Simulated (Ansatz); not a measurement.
**Rb on Ir(111): change of the work function**

How does one ordered layer of Rb (hcp site) change the work function of Ir(111), and what dipole does each adsorbate carry?

Method: plane-wave DFT, PBE, Ansatz PAW, in the first sound run; inputs show where later runs differ, in Ansatz 0.2.0.

**1. The starting structure**

The cell holds 4 atoms: 4 Ir. Its edges and angles: a = 2.715 Å, b = 2.715 Å, c = 24.651 Å, α = 90.0°, β = 90.0°, γ = 60.0°. Vacuum lies along c.

**2. The clean slab**

The bare slab comes first, as the zero from which every change is counted. The two lowest layers are held at bulk places and the upper ones relax. The dipole correction removes the false field that a one-sided slab makes across the periodic vacuum, so each face gets a flat vacuum level of its own.

input.yaml

```yaml
crystal:
  lattice:
    - [2.7152900398, 0.0, 0.0]
    - [1.3576450199, 2.3515101531, 0.0]
    - [0.0, 0.0, 24.6510751011]
  atoms:
    - { symbol: Ir, position: [0.0, 0.0, 0.3650956383] }
    - { symbol: Ir, position: [0.3333333333, 0.3333333333, 0.4550318794] }
    - { symbol: Ir, position: [0.6666666667, 0.6666666667, 0.5449681206] }
    - { symbol: Ir, position: [0.0, 0.0, 0.6349043617] }
kpoints:
  mp_grid: { grid: [13, 13, 1] }
hamiltonian:
  xc: pbe
scf:
  occupations: { method: fermi_dirac, width: 0.1 }
  convergence: { dr2_threshold: 1.0e-08 }
efield:
  axis: 3
  dipole_correction: true
  ramp_position: 0.97
  ramp_width: 0.06
relax:
  f_tol: 0.02
  max_steps: 60
  constraints: [{ sites: [0, 1] }]
output:
  write_potential: true
  write_density: true
  volumetric_format: npy
```

On the command line:

```sh
$ ansatz run input.yaml --threads 4 --pin off --max-ram 6144MiB --backend cpu --events-out ev --progress --plain --runs-dir out
```

Numbers of over 12 decimals in the logs are rounded to 6 here.

Log:

```text
Engine: ansatz 0.2.0, aarch64-unknown-linux-gnu
Pseudopotentials: kind: paw
Pseudopotential: Ir, paw, valence charge 17, recommended cutoff 420 eV (normal), Ir.paw.azcp
Functional definition: PBE
  parameter kappa = 0.804
  parameter beta = 0.066725
  exchange = pbe_x(kappa = kappa, mu = beta*pi^2/3)
  correlation = pbe_c(beta = beta)
Crystal: 4 atoms, lattice volume = 157.398 Å³
Basis set: ecut = 420 eV, 3101 PW (Γ), exchange–correlation on 40×40×360 points (8 copies of the dense FFT grid, shifted against one another)
Bands: 41, of which v1, the nominal top of the filled ones, is band 34 counted from 1 (33 counted from 0)
Symmetry: 6 space group operations
k-points: 21 of 169 (time reversal used)
Non-local potential: Ir, projectors of the file, l = 0: 3, l = 1: 2, l = 2: 2, l = 3: 1
PAW form: soft (Blöchl's): semilocal exchange-correlation on the pseudo side does not see the compensation charge
PAW one-centre angular grid: Ir, 590 points (default); XC on 64 Gauss nodes
Initial density: superposition of atomic densities (neutral atoms: chi_scale 0, normalization atom), corrected by the library's trained network
Initial wavefunctions: pseudopotential atomic-orbital guess
Functional: x = pbe(κ = 0.804, μ = 0.219515), c = pbe(β = 0.066725)
SCF iter   1: F=—  HF=-47739.526594 eV  |F-HF|=—  |Δ(HF+E_count)|=         —  Δρ=7.51e-3  dr2=5.66e-1  ethr=1.77e-3  p=0.000 e·Å  D=9.34e-15 V/Å  ΔV_dip=-0.00 eV  dr2_dipole=1.02e-7  V_vac-E_F(+/−)=5.19/5.19 eV  ⟨swp⟩=7.9  Hψ=3938  notcnv=0  defer=2
efield: sawtooth ramp at fractional position 0.9700 (set: `efield.ramp_position`, or a place that a band, a saddle search or an elastic batch's reference lends), width 0.0600; the density the first Hamiltonian is built on has a dipole p = 0.000 e·Å; the dipole correction subtracts the counter field D = 9.34e-15 V/Å, which shifts the + side's vacuum level by -0.00 eV against the − side's; the planar-averaged density in the ramp window peaks in size at 1.1e-5 e/Å³
preconditioner: auto → LDOS  [metal: Δε(μ)=0.042 eV  Ē_g=6.292 eV  σ=0.100 eV  W_gap=0.10  n_scr=18 (ndim 8)  ℏωp=17.8 eV  f_vac=0.579  D(μ)=4.60/eV (n_scr^D=18)  β→1.0]
SCF iter   2: F=—  HF=-47739.515325 eV  |F-HF|=—  |Δ(HF+E_count)|=   1.13e-2  Δρ=2.57e-3  dr2=8.39e-3  ethr=8.32e-4  p=0.000 e·Å  D=1.37e-5 V/Å  ΔV_dip=-0.00 eV  dr2_dipole=2.16e-7  V_vac-E_F(+/−)=5.44/5.44 eV  ⟨swp⟩=1.9  Hψ=1062  notcnv=0  defer=4
SCF iter   3: F=—  HF=-47739.513470 eV  |F-HF|=—  |Δ(HF+E_count)|=   1.85e-3  Δρ=1.49e-3  dr2=3.43e-3  ethr=1.23e-5  p=-0.000 e·Å  D=-2.65e-6 V/Å  ΔV_dip=0.00 eV  dr2_dipole=3.88e-10  V_vac-E_F(+/−)=5.51/5.51 eV  ⟨swp⟩=3.8  Hψ=2061  notcnv=0  defer=4
SCF iter   4: F=—  HF=-47739.512663 eV  |F-HF|=—  |Δ(HF+E_count)|=   8.07e-4  Δρ=1.24e-4  dr2=7.13e-5  ethr=5.04e-6  p=-0.000 e·Å  D=-1.67e-6 V/Å  ΔV_dip=0.00 eV  dr2_dipole=1.77e-15  V_vac-E_F(+/−)=5.49/5.49 eV  ⟨swp⟩=2.0  Hψ=1225  notcnv=0  defer=4
SCF iter   5: F=—  HF=-47739.512668 eV  |F-HF|=—  |Δ(HF+E_count)|=   4.75e-6  Δρ=4.36e-5  dr2=6.31e-6  ethr=1.05e-7  p=-0.000 e·Å  D=-1.12e-6 V/Å  ΔV_dip=0.00 eV  dr2_dipole=3.65e-11  V_vac-E_F(+/−)=5.50/5.50 eV  ⟨swp⟩=3.2  Hψ=1756  notcnv=0  defer=4
SCF iter   6: F=—  HF=-47739.512651 eV  |F-HF|=—  |Δ(HF+E_count)|=   1.64e-5  Δρ=1.70e-5  dr2=6.61e-7  ethr=9.29e-9  p=-0.000 e·Å  D=-6.19e-7 V/Å  ΔV_dip=0.00 eV  dr2_dipole=3.66e-11  V_vac-E_F(+/−)=5.50/5.50 eV  ⟨swp⟩=2.1  Hψ=1289  notcnv=0  defer=4
SCF iter   7: F=—  HF=-47739.512652 eV  |F-HF|=—  |Δ(HF+E_count)|=   4.14e-7  Δρ=8.10e-6  dr2=3.55e-7  ethr=9.73e-10  p=-0.000 e·Å  D=-3.32e-7 V/Å  ΔV_dip=0.00 eV  dr2_dipole=6.57e-12  V_vac-E_F(+/−)=5.50/5.50 eV  ⟨swp⟩=3.2  Hψ=1814  notcnv=0  defer=4
SCF iter   8: F=—  HF=-47739.512652 eV  |F-HF|=—  |Δ(HF+E_count)|=   5.26e-8  Δρ=2.36e-6  dr2=1.71e-8  ethr=5.22e-10  p=-0.000 e·Å  D=-1.37e-7 V/Å  ΔV_dip=0.00 eV  dr2_dipole=1.81e-13  V_vac-E_F(+/−)=5.50/5.50 eV  ⟨swp⟩=2.0  Hψ=1235  notcnv=0  defer=4
SCF iter   9: F=-47739.512652 eV  HF=-47739.512652 eV  |F-HF|=6.59e-9  |Δ(HF+E_count)|=   5.80e-8  Δρ=4.69e-7  dr2=3.18e-10  ethr=1.47e-11  p=-0.000 e·Å  D=-2.96e-8 V/Å  ΔV_dip=0.00 eV  dr2_dipole=9.20e-14  V_vac-E_F(+/−)=5.50/5.50 eV  ⟨swp⟩=11.0  Hψ=6484  notcnv=0
SCF 1 converged in 9 iterations: F = -47739.512652 eV  dr2 = 3.18e-10
  greatest PAW one-centre occupation: 1.000 electrons in one spin orbital (limit 2), on the Ir atom at site 2 (counted from 0), in its partial waves of l = 0
relax step   1: F+E_penalty+E_count = -47739.51265183 eV  Δ(F+E_penalty+E_count) = +0.000e0 eV  max|allowed force component| = 1.219e-1 eV/Å  Δτ_max = 0.0000 Å  (9 SCF iters, accepted)
Initial density: handed on by an earlier stage of this run
Initial wavefunctions: those handed on with the density
iter 1 solved again at ethr=1.31e-4 eV; its pass at ethr=3.10e-3 eV (dr2=8.94e-2 eV) is discarded
SCF iter   1: F=—  HF=-47739.513432 eV  |F-HF|=—  |Δ(HF+E_count)|=         —  Δρ=2.33e-3  dr2=8.23e-2  ethr=1.31e-4  p=-0.000 e·Å  D=-2.95e-7 V/Å  ΔV_dip=0.00 eV  dr2_dipole=3.34e-2  V_vac-E_F(+/−)=5.49/5.49 eV  ⟨swp⟩=1.8  Hψ=2480  notcnv=0  defer=4
efield: sawtooth ramp at fractional position 0.9700 (set: `efield.ramp_position`, or a place that a band, a saddle search or an elastic batch's reference lends), width 0.0600; the density the first Hamiltonian is built on has a dipole p = -0.000 e·Å; the dipole correction subtracts the counter field D = -2.95e-7 V/Å, which shifts the + side's vacuum level by +0.00 eV against the − side's; the planar-averaged density in the ramp window peaks in size at 2.7e-6 e/Å³
preconditioner: auto → LDOS  [metal: Δε(μ)=0.064 eV  Ē_g=6.335 eV  σ=0.100 eV  W_gap=0.16  n_scr=18 (ndim 8)  ℏωp=17.8 eV  f_vac=0.582  D(μ)=4.81/eV (n_scr^D=18)  β→1.0]
SCF iter   2: F=—  HF=-47739.512638 eV  |F-HF|=—  |Δ(HF+E_count)|=   7.94e-4  Δρ=8.56e-4  dr2=2.51e-3  ethr=1.21e-4  p=0.001 e·Å  D=1.72e-3 V/Å  ΔV_dip=-0.04 eV  dr2_dipole=1.53e-4  V_vac-E_F(+/−)=5.46/5.51 eV  ⟨swp⟩=1.9  Hψ=1005  notcnv=0  defer=4
SCF iter   3: F=—  HF=-47739.511946 eV  |F-HF|=—  |Δ(HF+E_count)|=   6.91e-4  Δρ=4.97e-4  dr2=1.69e-3  ethr=3.69e-6  p=0.000 e·Å  D=4.83e-4 V/Å  ΔV_dip=-0.01 eV  dr2_dipole=1.76e-5  V_vac-E_F(+/−)=5.49/5.50 eV  ⟨swp⟩=3.1  Hψ=1904  notcnv=0  defer=4
SCF iter   4: F=—  HF=-47739.511632 eV  |F-HF|=—  |Δ(HF+E_count)|=   3.15e-4  Δρ=7.92e-5  dr2=3.46e-5  ethr=2.49e-6  p=0.001 e·Å  D=8.30e-4 V/Å  ΔV_dip=-0.02 eV  dr2_dipole=6.05e-7  V_vac-E_F(+/−)=5.48/5.50 eV  ⟨swp⟩=2.0  Hψ=1244  notcnv=0  defer=4
SCF iter   5: F=—  HF=-47739.511641 eV  |F-HF|=—  |Δ(HF+E_count)|=   9.68e-6  Δρ=4.03e-5  dr2=6.57e-6  ethr=5.09e-8  p=0.001 e·Å  D=7.62e-4 V/Å  ΔV_dip=-0.02 eV  dr2_dipole=1.28e-7  V_vac-E_F(+/−)=5.48/5.50 eV  ⟨swp⟩=2.8  Hψ=1555  notcnv=0  defer=4
SCF iter   6: F=—  HF=-47739.511629 eV  |F-HF|=—  |Δ(HF+E_count)|=   1.23e-5  Δρ=1.01e-5  dr2=3.28e-7  ethr=9.66e-9  p=0.001 e·Å  D=7.06e-4 V/Å  ΔV_dip=-0.02 eV  dr2_dipole=9.81e-9  V_vac-E_F(+/−)=5.49/5.50 eV  ⟨swp⟩=2.1  Hψ=1286  notcnv=0  defer=4
SCF iter   7: F=—  HF=-47739.511629 eV  |F-HF|=—  |Δ(HF+E_count)|=   2.33e-7  Δρ=3.75e-6  dr2=2.55e-8  ethr=4.83e-10  p=0.001 e·Å  D=6.88e-4 V/Å  ΔV_dip=-0.02 eV  dr2_dipole=4.52e-11  V_vac-E_F(+/−)=5.49/5.50 eV  ⟨swp⟩=2.9  Hψ=1531  notcnv=0  defer=4
SCF iter   8: F=-47739.511629 eV  HF=-47739.511629 eV  |F-HF|=3.09e-9  |Δ(HF+E_count)|=   8.26e-8  Δρ=9.43e-7  dr2=5.51e-9  ethr=1.47e-11  p=0.001 e·Å  D=6.76e-4 V/Å  ΔV_dip=-0.02 eV  dr2_dipole=4.14e-10  V_vac-E_F(+/−)=5.49/5.50 eV  ⟨swp⟩=10.9  Hψ=6505  notcnv=0
SCF 2 converged in 8 iterations: F = -47739.511629 eV  dr2 = 5.51e-9
relax step   2: F+E_penalty+E_count = -47739.51162918 eV  Δ(F+E_penalty+E_count) = +1.023e-3 eV  max|allowed force component| = 1.867e-1 eV/Å  Δτ_max = 0.0364 Å  (8 SCF iters, rejected (line search))
SCF iter   1: F=—  HF=-47739.514131 eV  |F-HF|=—  |Δ(HF+E_count)|=         —  Δρ=1.44e-3  dr2=3.02e-2  ethr=4.57e-4  p=0.001 e·Å  D=6.76e-4 V/Å  ΔV_dip=-0.02 eV  dr2_dipole=1.21e-2  V_vac-E_F(+/−)=5.49/5.51 eV  ⟨swp⟩=2.8  Hψ=1456  notcnv=0  defer=4
efield: sawtooth ramp at fractional position 0.9700 (set: `efield.ramp_position`, or a place that a band, a saddle search or an elastic batch's reference lends), width 0.0600; the density the first Hamiltonian is built on has a dipole p = 0.001 e·Å; the dipole correction subtracts the counter field D = 6.76e-4 V/Å, which shifts the + side's vacuum level by -0.02 eV against the − side's; the planar-averaged density in the ramp window peaks in size at 2.3e-6 e/Å³
preconditioner: auto → LDOS  [metal: Δε(μ)=0.061 eV  Ē_g=6.309 eV  σ=0.100 eV  W_gap=0.15  n_scr=18 (ndim 8)  ℏωp=17.8 eV  f_vac=0.581  D(μ)=4.80/eV (n_scr^D=18)  β→1.0]
SCF iter   2: F=—  HF=-47739.513781 eV  |F-HF|=—  |Δ(HF+E_count)|=   3.49e-4  Δρ=5.16e-4  dr2=8.42e-4  ethr=4.44e-5  p=-0.000 e·Å  D=-1.42e-4 V/Å  ΔV_dip=0.00 eV  dr2_dipole=2.34e-5  V_vac-E_F(+/−)=5.50/5.50 eV  ⟨swp⟩=2.0  Hψ=1161  notcnv=0  defer=4
SCF iter   3: F=—  HF=-47739.513550 eV  |F-HF|=—  |Δ(HF+E_count)|=   2.31e-4  Δρ=3.27e-4  dr2=7.04e-4  ethr=1.24e-6  p=0.000 e·Å  D=4.46e-4 V/Å  ΔV_dip=-0.01 eV  dr2_dipole=7.87e-6  V_vac-E_F(+/−)=5.49/5.50 eV  ⟨swp⟩=3.0  Hψ=1916  notcnv=0  defer=4
SCF iter   4: F=—  HF=-47739.513424 eV  |F-HF|=—  |Δ(HF+E_count)|=   1.26e-4  Δρ=4.95e-5  dr2=1.22e-5  ethr=1.04e-6  p=0.000 e·Å  D=2.20e-4 V/Å  ΔV_dip=-0.01 eV  dr2_dipole=2.18e-8  V_vac-E_F(+/−)=5.50/5.50 eV  ⟨swp⟩=2.0  Hψ=1254  notcnv=0  defer=4
SCF iter   5: F=—  HF=-47739.513410 eV  |F-HF|=—  |Δ(HF+E_count)|=   1.42e-5  Δρ=2.37e-5  dr2=2.40e-6  ethr=1.79e-8  p=0.000 e·Å  D=2.48e-4 V/Å  ΔV_dip=-0.01 eV  dr2_dipole=4.33e-8  V_vac-E_F(+/−)=5.50/5.50 eV  ⟨swp⟩=3.0  Hψ=1607  notcnv=0  defer=4
SCF iter   6: F=—  HF=-47739.513410 eV  |F-HF|=—  |Δ(HF+E_count)|=   4.10e-7  Δρ=6.18e-6  dr2=1.65e-7  ethr=3.53e-9  p=0.000 e·Å  D=2.70e-4 V/Å  ΔV_dip=-0.01 eV  dr2_dipole=6.32e-12  V_vac-E_F(+/−)=5.50/5.50 eV  ⟨swp⟩=2.0  Hψ=1237  notcnv=0  defer=4
SCF iter   7: F=-47739.513410 eV  HF=-47739.513410 eV  |F-HF|=3.38e-8  |Δ(HF+E_count)|=   1.10e-7  Δρ=2.28e-6  dr2=8.01e-9  ethr=1.47e-11  p=0.000 e·Å  D=2.76e-4 V/Å  ΔV_dip=-0.01 eV  dr2_dipole=2.63e-11  V_vac-E_F(+/−)=5.50/5.50 eV  ⟨swp⟩=9.6  Hψ=7465  notcnv=0
SCF 3 converged in 7 iterations: F = -47739.513410 eV  dr2 = 8.01e-9
relax step   3: F+E_penalty+E_count = -47739.51341019 eV  Δ(F+E_penalty+E_count) = -7.584e-4 eV  max|allowed force component| = 2.249e-3 eV/Å  Δτ_max = 0.0142 Å  (7 SCF iters, accepted)
NSCF: frozen V_eff on 21 k-points
the band table was solved once a step of the walk had ended and its energy, with any forces and stress, was formed, with the checks that follow a solve (4188 applications of the Hamiltonian). They found nothing against the state; the energy, forces and stress were not computed again (output.eigenvalues in the input reference)
WARN: The input density's exchange-correlation potential varies sharply where the density is thin. Do not read a vacuum level from v_tot or v_xc, or from such a field of the output density. On a cell that repeats whose density bears no net charge and no dipole along the vacuum's axis use v_es (v_loc + v_h of the components); under efield.dipole_correction with no amplitude use v_es + v_field, which holds any external [...]
SCF converged after 7 iterations
Free energy (F): -47739.513410 eV
Harris-Foulkes:  -47739.513410 eV  (|F-HF|=3.38e-8)
Internal energy: -47739.356652 eV  (E = F + TS)
E sigma→0 (E₀):  -47739.435031 eV
Entropy (-TS):   -0.156758 eV (-39.190 meV/atom)
Fermi energy:    5.732426 eV
Dipole field:    D = 0.000269 V/Å  (p = 0.000234 e·Å, saw-weighted, corrected)
Work function:   Φ+ = 5.4952 eV   Φ− = 5.5018 eV
Levels:          The Fermi level and band energies are counted from a zero that moves with the ramp; work functions are not
--- Per-component energies (eV) ---
  E_band       = -1671.883493
  E_kinetic    = 2486.273296
  E_local      = -117396.036937  (includes V_loc(G=0)·N_el)
  E_nonlocal   = 291.673153
  E_hartree    = 57534.790507
  E_xc         = -1068.594072
  E_vxc        = -1195.853088  (∫ρ·V_xc dr)
  E_paw        = -36893.580824  (= ΣΔE_a)
  E_vpaw       = -927.511901  (= ΣTr[D̂ρ^β])
  E_aug_tail   = 0.000219  (compensation charges beyond the density's cutoff)
  E_efield     = 0.000000  (sawtooth field / dipole correction)
  E_vefield    = 0.000076  (∫n·V_field dr)
  E_ewald      = 47306.118006
  E_smearing   = -0.156758  (= −TS)
  E_closure    = 0.000000  (closes the sum)
  Σ components = -47739.513410   (vs F -47739.513410, Δ=0.00e0)
--- Forces (eV/Å), atoms counted from 1 ---
  atom   1  Ir     0.00000000    -0.00000000     0.11581575
  atom   2  Ir     0.00000000    -0.00000000    -0.11803108
  atom   3  Ir     0.00000000     0.00000000    -0.00003717
  atom   4  Ir     0.00000000     0.00000000     0.00224876
  max |Σ_I F_I| component: 3.74e-6 eV/Å
--- Band table (eV; the first three rows and the last of 21) ---
  k-point 0: bands = [... 30 lower, 2.8529, 4.5433, 4.5433, 4.9120, 4.9120, 5.0242, 5.8655, 5.8655, ... 3 higher]
  k-point 1: bands = [... 30 lower, 3.0271, 4.3391, 4.3957, 4.4611, 4.9328, 4.9567, 5.2780, 5.8642, ... 3 higher]
  k-point 2: bands = [... 30 lower, 3.5191, 3.7535, 3.9292, 4.2812, 4.4987, 4.9713, 5.7164, 5.8571, ... 3 higher]
  k-point 20: bands = [... 30 lower, 4.4282, 4.4427, 5.4788, 6.0284, 6.1730, 6.4038, 10.6295, 11.7489, ... 3 higher]
--- Relaxed structure (3 steps of the walk, 2 accepted, 0 SCFs on fresh bases) ---
  F+E_penalty+E_count = -47739.51341019 eV   max|allowed force component| = 2.249e-3 eV/Å
  atoms:
    - { symbol: Ir, position: [0.0, 0.0, 0.365096] }
    - { symbol: Ir, position: [0.333333, 0.333333, 0.4550318794] }
    - { symbol: Ir, position: [0.666667, 0.666667, 0.544868] }
    - { symbol: Ir, position: [-6.727098735211761e-19, 0, 0.634326] }
```

Elapsed: 10 s, on 4 threads of Arm Neoverse V1, shared host; peak memory 0.47 GiB; 40 s of CPU time.

Relaxation path:

| step | energy less that of the first step (eV) | largest force component (eV/Å) |
| --- | --- | --- |
| 1 | 0.0000 | 0.1219 |
| 2 | 0.0010 | 0.1867 |
| 3 | -0.0008 | 0.0022 |

Relaxation step 2 was tried and not accepted.

Forces are held to the 6 operations that the run works with; a distortion that breaks them can't arise in this run.

The atoms that moved most (Å):

```csv
atom,dx,dy,dz,length
Ir4,0.000,0.000,-0.014,0.014
```

This step gave:

```
energy at zero smearing   : -47739.4350 eV
work function, upper face : 5.495 eV
dipole along the normal   : 2.34e-4 e·Å
```

Running mean over 2.217 Å of the planar mean; the ramp of the sawtooth is left out. The electron's electrostatic potential energy less the Fermi level by z:

z (Å), electron's electrostatic potential energy less the Fermi level (eV) and a bar from the least value:
```
      3.5        5.5 ##############################
      4.0        5.5 ##############################
      4.5        5.5 ##############################
      5.0        5.5 ##############################
      5.5        5.5 ##############################
      6.0        5.4 ##############################
      6.5        5.2 ##############################
      7.0        4.3 ############################
      7.5        0.8 #######################
      8.0       -5.5 #############
      8.5      -10.8 ####
      9.0      -12.7 #
      9.5      -13.1 #
     10.0      -13.3 #
     10.5      -13.4 
     11.0      -13.5 
     11.5      -13.6 
     12.0      -13.6 
     12.5      -13.6 
     13.0      -13.6 
     13.5      -13.6 
     14.0      -13.6 
     14.5      -13.5 
     15.0      -13.3 #
     15.5      -12.9 #
     16.0      -11.7 ###
     16.5       -7.2 ##########
     17.0       -0.8 ####################
     17.5        3.7 ###########################
     18.0        5.0 #############################
     18.5        5.4 ##############################
     19.0        5.5 ##############################
     19.5        5.5 ##############################
     20.0        5.5 ##############################
     20.5        5.5 ##############################
     21.0        5.5 ##############################
     21.5        5.5 ##############################
```

The relaxation took 3 steps and lowered the energy by 7.6e-4 eV; the largest force on the free atoms ends at 0.0022 eV/Å.

The work function of the upper face is 5.50 eV.

(Continued in part 2 of 3.)

[Logs are printed without paths, hosts, clocks, repeated set-up lines and the standing remarks that a program may print on its own settings, such as how far it seeks lower states.]

[Hosts, paths, dates, database ids (printed as entryN), source tags and the programs' standing remarks are cut or masked in the printed files.]

[Maps of the electrostatic potential energy from Ansatz leave out the sawtooth potential of an applied field or a dipole correction, so their vacuum need not be flat; planar profiles and work functions include it.]
